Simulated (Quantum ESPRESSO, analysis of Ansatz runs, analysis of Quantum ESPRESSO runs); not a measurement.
**Reproducing a measured charge-transition level: substitutional N in diamond (Quantum ESPRESSO)**

Subject: substitutional N in diamond. Wanted: its charge-transition level, in one set-up (PBE, SSSP 1.3 efficiency PBE, 32-site cell, PBE lattice, k: the single point 1/4 1/4 1/4 then 2x2x2 shifted, started with the impurity moved along one bond, dielectric constants 5.7 and 5.7 (handbook)). The model is a cell of 32 host atoms with 1 C taken out and 1 N put in. The level is the Fermi energy at which two charge states have equal formation energy, after a correction for the images of the charge. Other potentials or another program check that the number doesn't hang on one set of files.

Measured beforehand: (+1/0) level below the conduction-band bottom: 1.7 eV (quoted in “Hunting the elusive shallow n-type donor – An ab initio study of Li and N co-doped diamond”, 2021, S. Conejeros et al., quoting earlier work (1969)).

Method: Quantum ESPRESSO plane-wave DFT, PBE, SSSP 1.3 efficiency PBE potentials; relaxation of all atoms of a defect supercell, in Quantum ESPRESSO 7.5.

## (1) The structure

The cell holds 32 atoms: 31 C and 1 N. Cell: a = 6.187 Å, b = 6.187 Å, c = 6.187 Å, α = 109.5°, β = 109.5°, γ = 109.5°. It derives from C (space group Fd-3m). Nearest the centre at fractional (0.500, 0.500, 0.500): N11 at 0.31 Å, C32 at 1.54 Å, C26 at 1.54 Å, C27 at 1.55 Å, C23 at 1.55 Å, C12 at 2.51 Å, C2 at 2.51 Å, C13 at 2.52 Å. The cell carries charge +1.

The host's primitive cell comes from a first run (Quantum ESPRESSO plane-wave DFT, PBE, SSSP 1.3 efficiency PBE potentials; relaxation of cell and atoms of a defect-free cell): vectors of 2.526, 2.526 and 2.526 Å. That is 5.70 Å³ an atom, 0.4 % over the diffraction cell's volume. The supercell is built on it.

## (2) Relaxation, charge +1

Every later number rests on the structure around the defect, so the atoms are relaxed at the host's lattice first.

File pw.in:

```
&CONTROL
  calculation = 'relax'
  prefix = 'pwscf'
  outdir = './tmp'
  pseudo_dir = './pseudo'
  tprnfor = .true.
  disk_io = 'low'
  nstep = 70
  forc_conv_thr = 0.00078
  etot_conv_thr = 0.0001
/
&SYSTEM
  ibrav = 0
  nat = 32
  ntyp = 2
  ecutwfc = 60
  ecutrho = 480
  nbnd = 68
  occupations = 'smearing'
  smearing = 'fd'
  degauss = 0.00073499
  tot_charge = 1
  nosym = .true.
/
&ELECTRONS
  conv_thr = 3d-08
  electron_maxstep = 100
  mixing_beta = 0.5
/
&IONS
  ion_dynamics = 'bfgs'
/
ATOMIC_SPECIES
C     12.0110 C.pbe-n-kjpaw_psl.1.0.0.UPF
N     14.0070 N.pbe-n-radius_5.UPF
CELL_PARAMETERS angstrom
  -3.5720337417    3.5720337417    3.5720337417
   3.5720337417   -3.5720337417    3.5720337417
   3.5720337417    3.5720337417   -3.5720337417
ATOMIC_POSITIONS crystal
C     -0.0013109058    0.0000634496    0.4966101695
C      0.0030125913    0.2492911464    0.2505738907
C      0.0023003601    0.5036316418    0.0007737760
C      0.0005271701    0.7511082924    0.7474418865
C      0.2497360977   -0.0012976525    0.2464470756
C      0.2473154234    0.2487986279   -0.0036675528
C      0.2518483315    0.5039321721    0.7515669993
C      0.2465589479    0.7481486952    0.4966419250
C      0.4960714778   -0.0018907152   -0.0023348732
C      0.4997175171    0.2481811122    0.7521093151
N      0.4487742133    0.4511916115    0.4483772586
C      0.4994024358    0.7482601055    0.2521131969
C      0.7489275543   -0.0021196658    0.7462057013
C      0.7518549269    0.2520703150    0.4986636135
C      0.7518898616    0.4979321808    0.2499162711
C      0.7528645405    0.7524401985   -0.0002507528
C     -0.0010339169   -0.0033254442    0.2468958368
C     -0.0014465451    0.2514867307   -0.0021576326
C      0.0018845944    0.4981321196    0.7510362757
C     -0.0032117760    0.7486968550    0.4966265192
C      0.2512031786    0.0026872016    0.0036670738
C      0.2489817513    0.2498074568    0.7464868233
C      0.2517377938    0.5037712648    0.5028103850
C      0.2489678205    0.7471809617    0.2509579659
C      0.4970350488    0.0007340338    0.7487850507
C      0.5010535012    0.2520473359    0.5038003091
C      0.4999009814    0.5033704626    0.2513064122
C      0.5036440646    0.7531581405    0.0021666243
C      0.7495245448    0.0016970354    0.5030475915
C      0.7515217246    0.2481197143    0.2515253013
C      0.7532043673    0.5031457997    0.0008975103
C      0.7491185677    0.7515945781    0.7477377773
K_POINTS crystal
1
0.25 0.25 0.25 1.0
```

On the command line:

```console
> OMP_NUM_THREADS=1 mpirun -n 4 pw.x -in pw.in > pw.out
```

Log:

```text
This program is part of the open-source Quantum ESPRESSO suite
     for quantum simulation of materials; please cite
         "P. Giannozzi et al., J. Phys.:Condens. Matter 21 395502 (2009);
         "P. Giannozzi et al., J. Phys.:Condens. Matter 29 465901 (2017);
         "P. Giannozzi et al., J. Chem. Phys. 152 154105 (2020);
          URL
     in publications or presentations arising from this work. More details at

     file C.pbe-n-kjpaw_psl.1.0.0.UPF: wavefunction(s)  2S 2P renormalized

     Subspace diagonalization in iterative solution of the eigenvalue problem:
     a serial algorithm will be used

     --------------------
     sticks:   dense  smooth     PW     G-vecs:    dense   smooth      PW
     Min        1232     615    172                54669    19352    2824
     Max        1233     616    173                54671    19354    2825
     Sum        4929    2463    689               218679    77413   11297

     Using Slab Decomposition

     bravais-lattice index     =            0
     lattice parameter (alat)  =      11.6916  a.u.
     unit-cell volume          =    1230.2780 (a.u.)^3
     number of atoms/cell      =           32
     number of atomic types    =            2
     number of electrons       =       128.00
     number of Kohn-Sham states=           68
     kinetic-energy cutoff     =      60.0000  Ry
     charge density cutoff     =     480.0000  Ry
     scf convergence threshold =      3.0E-08
     mixing beta               =       0.5000
     number of iterations used =            8  plain     mixing
     energy convergence thresh.=      1.0E-04
     force convergence thresh. =      7.8E-04
     Exchange-correlation= PBE
                           (   1   4   3   4   0   0   0)
     nstep                     =           70

     celldm(1)=  11.691630  celldm(2)=   0.000000  celldm(3)=   0.000000
     celldm(4)=   0.000000  celldm(5)=   0.000000  celldm(6)=   0.000000

     crystal axes: (cart. coord. in units of alat)
               a(1) = (  -0.577350   0.577350   0.577350 )
               a(2) = (   0.577350  -0.577350   0.577350 )
               a(3) = (   0.577350   0.577350  -0.577350 )

     reciprocal axes: (cart. coord. in units 2 pi/alat)
               b(1) = ( -0.000000  0.866025  0.866025 )
               b(2) = (  0.866025 -0.000000  0.866025 )
               b(3) = (  0.866025  0.866025  0.000000 )

     PseudoPot. # 1 for C  read from file:
     C.pbe-n-kjpaw_psl.1.0.0.UPF
     Pseudo is Projector augmented-wave + core cor, Zval =  4.0
     Generated using "atomic" code by A. Dal Corso  v.5.1
     Shape of augmentation charge: PSQ
     Using radial grid of 1073 points,  4 beta functions with:
                l(1) =   0
                l(2) =   0
                l(3) =   1
                l(4) =   1
     Q(r) pseudized with 0 coefficients

     PseudoPot. # 2 for N  read from file:
     N.pbe-n-radius_5.UPF
     Pseudo is Ultrasoft + core correction, Zval =  5.0
     Generated using "atomic" code by A. Dal Corso  v.5.1
     Using radial grid of 1085 points,  4 beta functions with:
                l(1) =   0
                l(2) =   0
                l(3) =   1
                l(4) =   1
     Q(r) pseudized with 0 coefficients

     atomic species   valence    mass     pseudopotential
     C                 4.00    12.01100     C ( 1.00)
     N                 5.00    14.00700     N ( 1.00)

     No symmetry found

   Cartesian axes

     site n.     atom                  positions (alat units)
         1        C      tau(   1) = (   0.2875115   0.2859245  -0.2874382  )
         2        C      tau(   2) = (   0.2868579   0.0024799   0.0009987  )
         3        C      tau(   3) = (   0.2898905  -0.2889970   0.2916532  )
         4        C      tau(   4) = (   0.8648840  -0.0018124   0.0024212  )
         5        C      tau(   5) = (  -0.0026481   0.2872207   0.0011497  )
         6        C      tau(   6) = (  -0.0012611  -0.0029738   0.2885490  )
         7        C      tau(   7) = (   0.5794581   0.2883767   0.0024327  )
         8        C      tau(   8) = (   0.5763293  -0.0028566   0.2875584  )
         9        C      tau(   9) = (  -0.2888466   0.2861506   0.2866634  )
        10        C      tau(  10) = (   0.2890059   0.5794551  -0.0024310  )
        11        N      tau(  11) = (   0.2602664   0.2574750   0.2607248  )
        12        C      tau(  12) = (   0.2892357   0.0018796   0.5747807  )
        13        C      tau(  13) = (  -0.0027953   0.8644394   0.0003477  )
        14        C      tau(  14) = (  -0.0006472   0.5764544   0.2917129  )
        15        C      tau(  15) = (  -0.0023333   0.2909118   0.5772959  )
        16        C      tau(  16) = (  -0.0003898   0.0001002   0.8692329  )
        17        C      tau(  17) = (   0.1412224   0.1438684  -0.1450623  )
[...]
25        C      tau(  25) = (   0.1457717   0.7188508  -0.1449241  )
        26        C      tau(  26) = (   0.1471055   0.4346330   0.1439337  )
        27        C      tau(  27) = (   0.1470949   0.1430887   0.4341472  )
        28        C      tau(  28) = (   0.1453079  -0.1428061   0.7243642  )
        29        C      tau(  29) = (  -0.1413238   0.7221931   0.1432833  )
        30        C      tau(  30) = (  -0.1454211   0.4358575   0.4319251  )
        31        C      tau(  31) = (  -0.1438532   0.1448896   0.7248359  )
        32        C      tau(  32) = (   0.4331361   0.4302771   0.4347305  )

     number of k points=     1  Fermi-Dirac smearing, width (Ry)=  0.0007
                       cart. coord. in units 2pi/alat
        k(    1) = (   0.4330127   0.4330127   0.4330127), wk =   2.0000000

     Dense  grid:   218679 G-vectors     FFT dimensions: (  81,  81,  81)

     Smooth grid:    77413 G-vectors     FFT dimensions: (  60,  60,  60)

     Check: negative core charge=   -0.000003

     Initial potential from superposition of free atoms

     starting charge     128.9987, renormalised to     128.0000
     Starting wfcs are  128 randomized atomic wfcs
     Checking if some PAW data can be deallocated...

     Self-consistent Calculation

     iteration #  1     ecut=    60.00 Ry     beta= 0.50
     Davidson diagonalization with overlap
     ethr =  1.00E-02,  avg # of iterations =  2.0

     total energy              =    -592.29323556 Ry
     estimated scf accuracy    <       1.97297959 Ry

     iteration #  2     ecut=    60.00 Ry     beta= 0.50
     Davidson diagonalization with overlap
     ethr =  1.54E-03,  avg # of iterations =  2.0

     total energy              =    -592.29698627 Ry
[...]
Forces acting on atoms (cartesian axes, Ry/au):

[...]
Total force =     0.011520     Total SCF correction =     0.000041
     Energy error            =      4.2E-04 Ry
     Gradient error          =      3.1E-03 Ry/Bohr

     number of scf cycles    =   5
     number of bfgs steps    =   4

     energy             old  =    -592.4746391059 Ry
     energy             new  =    -592.4750589909 Ry

     CASE: energy            _new < energy            _old

     new trust radius        =       0.0048606692 bohr
     new conv_thr            =       0.0000000012 Ry

ATOMIC_POSITIONS (crystal)
[...]
NEW-OLD atomic charge density approx. for the potential

     Check: negative core charge=   -0.000003

     Self-consistent Calculation

[...]
Threshold (ethr) on eigenvalues was too large:
     Diagonalizing with lowered threshold

[...]
total energy              =    -592.47515368 Ry
[...]
total energy              =    -592.47515403 Ry
[...]
iteration #  4     ecut=    60.00 Ry     beta= 0.50
[...]
total energy              =    -592.47515411 Ry
     estimated scf accuracy    <       0.00000004 Ry

     iteration #  5     ecut=    60.00 Ry     beta= 0.50
     Davidson diagonalization with overlap
     ethr =  3.42E-11,  avg # of iterations =  2.0

     total energy              =    -592.47515411 Ry
     estimated scf accuracy    <          7.5E-09 Ry

     iteration #  6     ecut=    60.00 Ry     beta= 0.50
     Davidson diagonalization with overlap
     ethr =  5.86E-12,  avg # of iterations =  4.0

     End of self-consistent calculation

          k = 0.4330 0.4330 0.4330 (  9700 PWs)   bands (ev):

[...]
17.6129  18.7703  18.7743  18.7750

     the Fermi energy is    12.0866 ev

!    total energy              =    -592.47515411 Ry
     estimated scf accuracy    <          8.7E-10 Ry
     smearing contrib. (-TS)   =       0.00000000 Ry
     internal energy E=F+TS    =    -592.47515411 Ry

     The total energy is F=E-TS. E is the sum of the following terms:
     one-electron contribution =     130.49950781 Ry
     hartree contribution      =      32.92246363 Ry
     xc contribution           =    -149.60805361 Ry
     ewald contribution        =    -415.29226289 Ry
     one-center paw contrib.   =    -190.99680906 Ry

     convergence has been achieved in   6 iterations

     Forces acting on atoms (cartesian axes, Ry/au):

[...]
Total force =     0.003380     Total SCF correction =     0.000046
     Energy error            =      9.5E-05 Ry
     Gradient error          =      1.0E-03 Ry/Bohr

     number of scf cycles    =   6
     number of bfgs steps    =   5

     energy             old  =    -592.4750589909 Ry
     energy             new  =    -592.4751541143 Ry

     CASE: energy            _new < energy            _old

     new trust radius        =       0.0015729697 bohr
     new conv_thr            =       0.0000000003 Ry

ATOMIC_POSITIONS (crystal)
[...]
NEW-OLD atomic charge density approx. for the potential

     Check: negative core charge=   -0.000003

     Self-consistent Calculation

     iteration #  1     ecut=    60.00 Ry     beta= 0.50
     Davidson diagonalization with overlap
     ethr =  1.00E-06,  avg # of iterations =  2.0

     Threshold (ethr) on eigenvalues was too large:
     Diagonalizing with lowered threshold

     Davidson diagonalization with overlap
     ethr =  6.43E-10,  avg # of iterations =  5.0

     total energy              =    -592.47516288 Ry
     estimated scf accuracy    <       0.00000142 Ry

     iteration #  2     ecut=    60.00 Ry     beta= 0.50
     Davidson diagonalization with overlap
     ethr =  1.11E-09,  avg # of iterations =  2.0

     total energy              =    -592.47516302 Ry
     estimated scf accuracy    <       0.00000021 Ry

     iteration #  3     ecut=    60.00 Ry     beta= 0.50
     Davidson diagonalization with overlap
     ethr =  1.63E-10,  avg # of iterations =  2.0

     total energy              =    -592.47516304 Ry
     estimated scf accuracy    <       0.00000003 Ry

     iteration #  4     ecut=    60.00 Ry     beta= 0.50
     Davidson diagonalization with overlap
     ethr =  2.05E-11,  avg # of iterations =  2.0

     total energy              =    -592.47516304 Ry
     estimated scf accuracy    <          1.6E-09 Ry

     iteration #  5     ecut=    60.00 Ry     beta= 0.50
     Davidson diagonalization with overlap
     ethr =  1.25E-12,  avg # of iterations =  4.0

     End of self-consistent calculation

          k = 0.4330 0.4330 0.4330 (  9700 PWs)   bands (ev):

    -8.1789  -6.3284  -6.3282  -6.3279  -4.1558  -2.4048  -2.4039  -2.4038
    -2.0453  -2.0452  -1.9869  -1.9866  -1.9861  -1.9855  -1.9841  -1.9840
     1.5779   2.0571   2.0571   2.0573   2.6091   2.6092   2.6093   2.6302
     2.6303   2.6306   2.6706   2.6708   5.7817   5.7819   5.7823   6.1009
     6.4955   6.4956   6.6290   6.6291   6.6292   6.6297   6.6299   6.6300
     6.7200   6.7201   6.7205   6.8264   8.0534   8.0537   8.0537   8.3844
     8.3846   8.3847   8.5239   8.5242   8.5600   8.5760   8.5770   8.5772
    11.1540  11.1541  11.1545  11.6195  11.6197  11.6430  11.6432  11.6434
    17.6131  18.7727  18.7734  18.7747

     the Fermi energy is    12.0863 ev

!    total energy              =    -592.47516304 Ry
     estimated scf accuracy    <          2.8E-10 Ry
     smearing contrib. (-TS)   =       0.00000000 Ry
     internal energy E=F+TS    =    -592.47516304 Ry

     The total energy is F=E-TS. E is the sum of the following terms:
     one-electron contribution =     130.49966454 Ry
     hartree contribution      =      32.92241538 Ry
     xc contribution           =    -149.60804631 Ry
     ewald contribution        =    -415.29238850 Ry
     one-center paw contrib.   =    -190.99680816 Ry

     convergence has been achieved in   5 iterations

     Forces acting on atoms (cartesian axes, Ry/au):

[...]
atom   25 type  1   force =    -0.00005358    0.00003596    0.00029643
     atom   26 type  1   force =    -0.00008667   -0.00010053   -0.00021029
     atom   27 type  1   force =    -0.00006945   -0.00010433    0.00000187
     atom   28 type  1   force =    -0.00005272    0.00008174    0.00004111
     atom   29 type  1   force =     0.00016044    0.00003000   -0.00003682
     atom   30 type  1   force =    -0.00022893   -0.00017574   -0.00018751
     atom   31 type  1   force =     0.00019105   -0.00009653    0.00001617
     atom   32 type  1   force =     0.00016272    0.00017220    0.00016094

     Total force =     0.001503     Total SCF correction =     0.000017
     Energy error            =      8.9E-06 Ry
     Gradient error          =      3.8E-04 Ry/Bohr

     bfgs converged in   7 scf cycles and   6 bfgs steps
     (criteria: energy <  1.0E-04 Ry, force <  7.8E-04 Ry/Bohr)

     End of BFGS Geometry Optimization

     Final energy             =    -592.4751630448 Ry

     File ./tmp/pwscf.bfgs deleted, as requested
Begin final coordinates

ATOMIC_POSITIONS (crystal)
[...]
C                0.4984402392       -0.0012278120        0.7478386073
C                0.4985281161        0.2469970169        0.4980502201
C                0.4984914387        0.4988151312        0.2461858483
C                0.4984892569        0.7486271502       -0.0019829842
C                0.7483015679       -0.0012063297        0.4980137607
C                0.7487094916        0.2490689954        0.2482848330
C                0.7483051134        0.4987870751       -0.0020075868
C                0.7502417769        0.7505805969        0.7497847803
End final coordinates

=------------------------------------------------------------------------------=
   JOB DONE.
=------------------------------------------------------------------------------=
```

Run time: 52 s. Hardware: 4 MPI ranks of Arm Neoverse V2, shared host; peak memory 0.55 GiB; 3.5 min of CPU time.

The steps of the relaxation:

```
step  energy less that of the first step (eV)
   0                                   0.0000
   1                                  -1.5288
   2                                  -1.8411
   3                                  -1.8922
   4                                  -1.8979
   5                                  -1.8992
   6                                  -1.8993
```

The atoms that moved most (Å):

```
atom      dx      dy      dz  length
 N11   0.170   0.185   0.170   0.303
 C26  -0.030  -0.012  -0.007   0.032
 C16  -0.006  -0.011  -0.029   0.032
 C27  -0.030  -0.007  -0.003   0.031
 C23  -0.017  -0.018  -0.019   0.030
 C21  -0.023  -0.017  -0.004   0.029
 C28  -0.013  -0.017  -0.020   0.029
 C10  -0.002  -0.023   0.015   0.028
```

Final coordinates:

```
CELL_PARAMETERS angstrom
-3.57203 3.57203 3.57203
3.57203 -3.57203 3.57203
3.57203 3.57203 -3.57203
ATOMIC_POSITIONS crystal
C 0.99850 0.99883 0.49798
C 0.99908 0.24822 0.24743
C 0.99852 0.49879 0.99805
C 0.99781 0.74758 0.74678
C 0.24792 0.99940 0.24745
C 0.24787 0.24821 0.99860
C 0.24971 0.49886 0.74865
C 0.24967 0.74943 0.49805
C 0.49846 0.99883 0.99806
C 0.49851 0.25001 0.74864
N 0.49847 0.49880 0.49801
C 0.49854 0.74944 0.24924
C 0.74722 0.99815 0.74678
C 0.74914 0.25004 0.49809
C 0.74910 0.49883 0.24921
C 0.74726 0.74757 0.99736
C 0.99851 0.99882 0.24779
C 0.99847 0.24857 0.99802
C 0.99849 0.49884 0.74786
C 0.99844 0.74863 0.49799
C 0.24824 0.99881 0.99802
C 0.24872 0.24906 0.74822
C 0.24667 0.49884 0.49805
C 0.24875 0.74903 0.24829
C 0.49844 0.99877 0.74784
C 0.49853 0.24700 0.49805
C 0.49849 0.49882 0.24619
C 0.49849 0.74863 0.99802
C 0.74830 0.99879 0.49801
C 0.74871 0.24907 0.24828
C 0.74831 0.49879 0.99799
C 0.75024 0.75058 0.74978
```

Neighbours of N11 at the end:

```
atom  distance (Å)
 C32         1.558
 C23         1.558
 C27         1.558
 C26         1.558
  C4         2.522
 C13         2.522
 C16         2.523
  C2         2.523
 C12         2.523
  C5         2.523
  C7         2.523
  C6         2.523
 C10         2.523
 C15         2.523
  C8         2.523
 C14         2.523
```

From the first step to the last the energy fell by 1.899 eV, and the largest move was 0.30 Å (N11). Judged within 0.08 Å, the space group went from R3m to I-43m.

[end of part 1 of 4]

[Logs are printed without paths, hosts, clocks, repeated set-up lines and the standing remarks that a program may print on its own settings, such as how far it seeks lower states.]

[Hosts, paths, dates, database ids (printed as entryN), source tags and the programs' standing remarks are cut or masked in the printed files.]

[For some hosts the program warned that the k-mesh of the response run may be too coarse for force constants and the static dielectric constant; such warnings are not shown here.]
